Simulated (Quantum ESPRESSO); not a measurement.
# CoGe: parallel and opposed starts, part 2 of 2

A self-consistent run ends on one state, which hangs on the start. Several orders of CoGe are started in Quantum ESPRESSO and their energies compared.

Quantum ESPRESSO 7.5; PBEsol; plane waves with GBRV 1.5 PBEsol potentials, no spin-orbit coupling.

So far: The starting structure; Run 1 (ferro ++++).

## 3. Start 2: antiferro ++−−

File pw.in:

```
&CONTROL
  calculation = 'scf'
  prefix = 'pwscf'
  outdir = './tmp'
  pseudo_dir = './pseudo'
  disk_io = 'nowf'
/
&SYSTEM
  ibrav = 0
  nat = 8
  ntyp = 3
  ecutwfc = 40
  ecutrho = 280
  nbnd = 77
  occupations = 'smearing'
  smearing = 'fd'
  degauss = 0.00734986
  nspin = 2
  starting_magnetization(1) = 0.1176
  starting_magnetization(2) = -0.1176
  starting_magnetization(3) = 0
/
&ELECTRONS
  conv_thr = 1.6d-08
  electron_maxstep = 150
  mixing_beta = 0.3
/
ATOMIC_SPECIES
Co1    58.9332 co_pbesol_v1.2.uspp.F.UPF
Co2    58.9332 co_pbesol_v1.2.uspp.F.UPF
Ge     72.6300 ge_pbesol_v1.4.uspp.F.UPF
CELL_PARAMETERS angstrom
   4.5794746600    0.0000000000    0.0000000000
   0.0000000000    4.5794746600    0.0000000000
   0.0000000000    0.0000000000    4.5794746600
ATOMIC_POSITIONS crystal
Co1     0.1368306200    0.1368306200    0.1368306200
Co1     0.3631693800    0.8631693800    0.6368306200
Co2     0.6368306200    0.3631693800    0.8631693800
Co2     0.8631693800    0.6368306200    0.3631693800
Ge      0.8398082100    0.8398082100    0.8398082100
Ge      0.6601917900    0.1601917900    0.3398082100
Ge      0.3398082100    0.6601917900    0.1601917900
Ge      0.1601917900    0.3398082100    0.6601917900
K_POINTS automatic
6 6 6 0 0 0
```

Command:

```bash
> OMP_NUM_THREADS=1 mpirun -n 4 pw.x -nk 4 -in pw.in > pw.out
```

What it wrote:

```text
[banner, memory and clock lines left out]
Program PWSCF v.7.5 starts

     Message from routine setup:
     using ibrav=0 with symmetry is DISCOURAGED, use correct ibrav instead

     bravais-lattice index     =            0
     lattice parameter (alat)  =       8.6540  a.u.
     unit-cell volume          =     648.1023 (a.u.)^3
     number of atoms/cell      =            8
     number of atomic types    =            3
     number of electrons       =       124.00
     number of Kohn-Sham states=           77
     kinetic-energy cutoff     =      40.0000  Ry
     charge density cutoff     =     280.0000  Ry
     scf convergence threshold =      1.6E-08
     mixing beta               =       0.3000
     number of iterations used =            8  plain     mixing
     Exchange-correlation= SLA  PW   PSX  PSC
                           (   1   4  10   8   0   0   0)

     celldm(1)=   8.653953  celldm(2)=   0.000000  celldm(3)=   0.000000
     celldm(4)=   0.000000  celldm(5)=   0.000000  celldm(6)=   0.000000

     crystal axes: (cart. coord. in units of alat)
               a(1) = (   1.000000   0.000000   0.000000 )
               a(2) = (   0.000000   1.000000   0.000000 )
               a(3) = (   0.000000   0.000000   1.000000 )

     reciprocal axes: (cart. coord. in units 2 pi/alat)
               b(1) = (  1.000000  0.000000  0.000000 )
               b(2) = (  0.000000  1.000000  0.000000 )
               b(3) = (  0.000000  0.000000  1.000000 )

     PseudoPot. # 1 for Co read from file:
     co_pbesol_v1.2.uspp.F.UPF
     Pseudo is Ultrasoft + core correction, Zval = 17.0

     PseudoPot. # 2 for Co read from file:
     co_pbesol_v1.2.uspp.F.UPF
     Pseudo is Ultrasoft + core correction, Zval = 17.0

     PseudoPot. # 3 for Ge read from file:
     ge_pbesol_v1.4.uspp.F.UPF
     Pseudo is Ultrasoft + core correction, Zval = 14.0

     atomic species   valence    mass     pseudopotential
     Co1              17.00    58.93320     Co( 1.00)
     Co2              17.00    58.93320     Co( 1.00)
     Ge               14.00    72.63000     Ge( 1.00)

     Starting magnetic structure
     atomic species   magnetization
     Co1             0.118
     Co2            -0.118
     Ge              0.000

      2 Sym. Ops. (no inversion) found ( 1 have fractional translation)

   Cartesian axes

     site n.     atom                  positions (alat units)
         1        Co1    tau(   1) = (   0.1368306   0.1368306   0.1368306  )
         2        Co1    tau(   2) = (   0.3631694   0.8631694   0.6368306  )
         3        Co2    tau(   3) = (   0.6368306   0.3631694   0.8631694  )
         4        Co2    tau(   4) = (   0.8631694   0.6368306   0.3631694  )
         5        Ge     tau(   5) = (   0.8398082   0.8398082   0.8398082  )
         6        Ge     tau(   6) = (   0.6601918   0.1601918   0.3398082  )
         7        Ge     tau(   7) = (   0.3398082   0.6601918   0.1601918  )
         8        Ge     tau(   8) = (   0.1601918   0.3398082   0.6601918  )

     number of k points=    80  Fermi-Dirac smearing, width (Ry)=  0.0073
                       cart. coord. in units 2pi/alat
        k(    1) = (   0.0000000   0.0000000   0.0000000), wk =   0.0046296
        k(    2) = (   0.0000000   0.0000000   0.1666667), wk =   0.0092593
        k(    3) = (   0.0000000   0.0000000   0.3333333), wk =   0.0092593
        k(    4) = (   0.0000000   0.0000000  -0.5000000), wk =   0.0046296
        k(    5) = (   0.0000000   0.1666667   0.1666667), wk =   0.0185185
        [... 75 further k-points ...]

     Dense  grid:    51435 G-vectors     FFT dimensions: (  48,  48,  48)

     Smooth grid:    22119 G-vectors     FFT dimensions: (  36,  36,  36)

     Check: negative core charge=   -0.000026
     Generating pointlists ...
     new r_m :   0.2122 (alat units)  1.8365 (a.u.) for type    1
     new r_m :   0.2122 (alat units)  1.8365 (a.u.) for type    2
     new r_m :   0.2122 (alat units)  1.8365 (a.u.) for type    3

     Initial potential from superposition of free atoms

     starting charge     119.9967, renormalised to     124.0000
     Starting wfcs are   88 randomized atomic wfcs

     Self-consistent Calculation

     iteration #  1     ecut=    40.00 Ry     beta= 0.30
     Davidson diagonalization with overlap
     ethr =  1.00E-02,  avg # of iterations =  2.5

     total energy              =   -2042.29400865 Ry
     estimated scf accuracy    <      14.08032789 Ry

     total magnetization       =    -0.00 Bohr mag/cell
     absolute magnetization    =     5.68 Bohr mag/cell

     iteration #  2     ecut=    40.00 Ry     beta= 0.30
     Davidson diagonalization with overlap
     ethr =  1.00E-02,  avg # of iterations =  2.0

     total energy              =   -2044.56405598 Ry
     estimated scf accuracy    <      13.23975689 Ry

     total magnetization       =     0.00 Bohr mag/cell
     absolute magnetization    =     1.66 Bohr mag/cell

     [... further iterations left out ...]

     iteration # 14     ecut=    40.00 Ry     beta= 0.30
     Davidson diagonalization with overlap
     ethr =  8.34E-10,  avg # of iterations =  2.0

     total energy              =   -2046.01705840 Ry
     estimated scf accuracy    <       0.00000005 Ry

     total magnetization       =    -0.00 Bohr mag/cell
     absolute magnetization    =     0.00 Bohr mag/cell

     iteration # 15     ecut=    40.00 Ry     beta= 0.30
     Davidson diagonalization with overlap
     ethr =  4.12E-11,  avg # of iterations =  2.0

     Magnetic moment per site  (integrated on atomic sphere of radius R)
     atom   1 (R=0.212)  charge= 15.4211  magn=  0.0001
     atom   2 (R=0.212)  charge= 15.4211  magn=  0.0001
     atom   3 (R=0.212)  charge= 15.4211  magn= -0.0001
     atom   4 (R=0.212)  charge= 15.4211  magn= -0.0001
     atom   5 (R=0.212)  charge= 11.6501  magn=  0.0000
     atom   6 (R=0.212)  charge= 11.6501  magn=  0.0000
     atom   7 (R=0.212)  charge= 11.6501  magn= -0.0000
     atom   8 (R=0.212)  charge= 11.6501  magn= -0.0000

     End of self-consistent calculation

     Number of k-points >= 100: set verbosity='high' to print the bands.

     the Fermi energy is    17.5532 ev

!    total energy              =   -2046.01705843 Ry
     estimated scf accuracy    <       0.00000001 Ry
     smearing contrib. (-TS)   =      -0.00798457 Ry
     internal energy E=F+TS    =   -2046.00907385 Ry

     The total energy is F=E-TS. E is the sum of the following terms:
     one-electron contribution =   -1031.50587861 Ry
     hartree contribution      =     627.86507843 Ry
     xc contribution           =    -360.94694074 Ry
     ewald contribution        =   -1281.42133294 Ry

     total magnetization       =    -0.00 Bohr mag/cell
     absolute magnetization    =     0.00 Bohr mag/cell

     convergence has been achieved in  15 iterations
```

Elapsed: 3.6 min, on 4 MPI ranks of Arm Neoverse V2, shared host; peak memory 1 GiB.

Spin moment in the atom's sphere by atom:

```csv
atom,spin moment in the atom's sphere (μB)
Co1,0.0001
Co2,0.0001
Co3,-0.0001
Co4,-0.0001
Ge5,0.0000
Ge6,0.0000
Ge7,0.0000
Ge8,0.0000
```

This step gave:

```yaml
smearing_term_ts: 0.1086 eV
magnetization: 0 μB
absolute_magnetization: 0 μB
final_state: non-magnetic
```

## 4. Run 3 (ferri +++−)

Changes to pw.in since step 3:

```diff
@@ -13,3 +13,3 @@
   ecutrho = 280
-  nbnd = 77
+  nbnd = 79
   occupations = 'smearing'
@@ -38,3 +38,3 @@
 Co1     0.3631693800    0.8631693800    0.6368306200
-Co2     0.6368306200    0.3631693800    0.8631693800
+Co1     0.6368306200    0.3631693800    0.8631693800
 Co2     0.8631693800    0.6368306200    0.3631693800
```

What it wrote:

```text
     [... lines left out ...]
Program PWSCF v.7.5 starts
     [... lines left out ...]
     number of atoms/cell      =            8
     [... lines left out ...]
     number of electrons       =       124.00
     number of Kohn-Sham states=           79
     kinetic-energy cutoff     =      40.0000  Ry
     charge density cutoff     =     280.0000  Ry
     scf convergence threshold =      1.6E-08
     [... lines left out ...]
      3 Sym. Ops. (no inversion) found ( 2 have fractional translation)
     [... lines left out ...]
     number of k points=    40  Fermi-Dirac smearing, width (Ry)=  0.0073
     [... lines left out ...]
     iteration # 18     ecut=    40.00 Ry     beta= 0.30
     [... lines left out ...]
     Magnetic moment per site  (integrated on atomic sphere of radius R)
     atom   1 (R=0.212)  charge= 15.4211  magn=  0.0000
     atom   2 (R=0.212)  charge= 15.4211  magn=  0.0000
     atom   3 (R=0.212)  charge= 15.4211  magn=  0.0000
     atom   4 (R=0.212)  charge= 15.4211  magn= -0.0000
     atom   5 (R=0.212)  charge= 11.6501  magn= -0.0000
     atom   6 (R=0.212)  charge= 11.6501  magn= -0.0000
     atom   7 (R=0.212)  charge= 11.6501  magn= -0.0000
     atom   8 (R=0.212)  charge= 11.6501  magn= -0.0000
     [... lines left out ...]
     the Fermi energy is    17.5533 ev
!    total energy              =   -2046.01705843 Ry
     estimated scf accuracy    <          4.1E-09 Ry
     smearing contrib. (-TS)   =      -0.00798455 Ry
     [... lines left out ...]
     total magnetization       =     0.00 Bohr mag/cell
     absolute magnetization    =     0.00 Bohr mag/cell
     convergence has been achieved in  18 iterations
```

Run time: 2.2 min. Hardware: 4 MPI ranks; peak memory 0.81 GiB.

The spin moment in the atom's sphere vanishes on all atoms.

Numbers from this step:

```yaml
smearing_term_ts: 0.1086 eV
magnetization: 0 μB
absolute_magnetization: 0 μB
final_state: non-magnetic
```

## 5. The states side by side

An order is kept where moments of 0.15 μB or more survive with the typed signs; meshes match where a doubled cell samples the same k points as the first cell.

Orders:

```
         start   final state  typed order kept  energy over the lowest (meV a seeded atom)  largest site moment (μB)  net moment (μB a cell of the first run)  mesh matched  CPU time (s)
    ferro ++++  non-magnetic                no                                           0                         0                                        0           yes         274.4
antiferro ++--  non-magnetic                no                                           0                         0                                        0           yes         854.4
    ferri +++-  non-magnetic                no                                           0                         0                                        0           yes         522.9
```

## 6. Results

```json
{"lowest state found": "non-magnetic (from ferro ++++, antiferro ++-- and ferri +++-)", "largest site moment": "0 μB"}
```

What this shows: The lowest state carries no moment, and no start kept one. Only these 3 starts were compared; other wavevectors, canted and longer-period orders were not. Energies are free energies at an electronic temperature of 1160 K, which lowers moments and differences where the moments are itinerant.

[Logs and program files are shortened in this print: banners, set-up blocks, solver, clock and traceback lines can be left out without a mark of their own.]

[Logs are printed without paths, hosts, clocks, repeated set-up lines and the standing remarks that a program may print on its own settings, such as how far it seeks lower states.]

[Hosts, paths, dates, database ids (printed as entryN), source tags and the programs' standing remarks are cut or masked in the printed files.]

[Where a cell is said to come from a database of computed structures, the database is the Materials Project.]
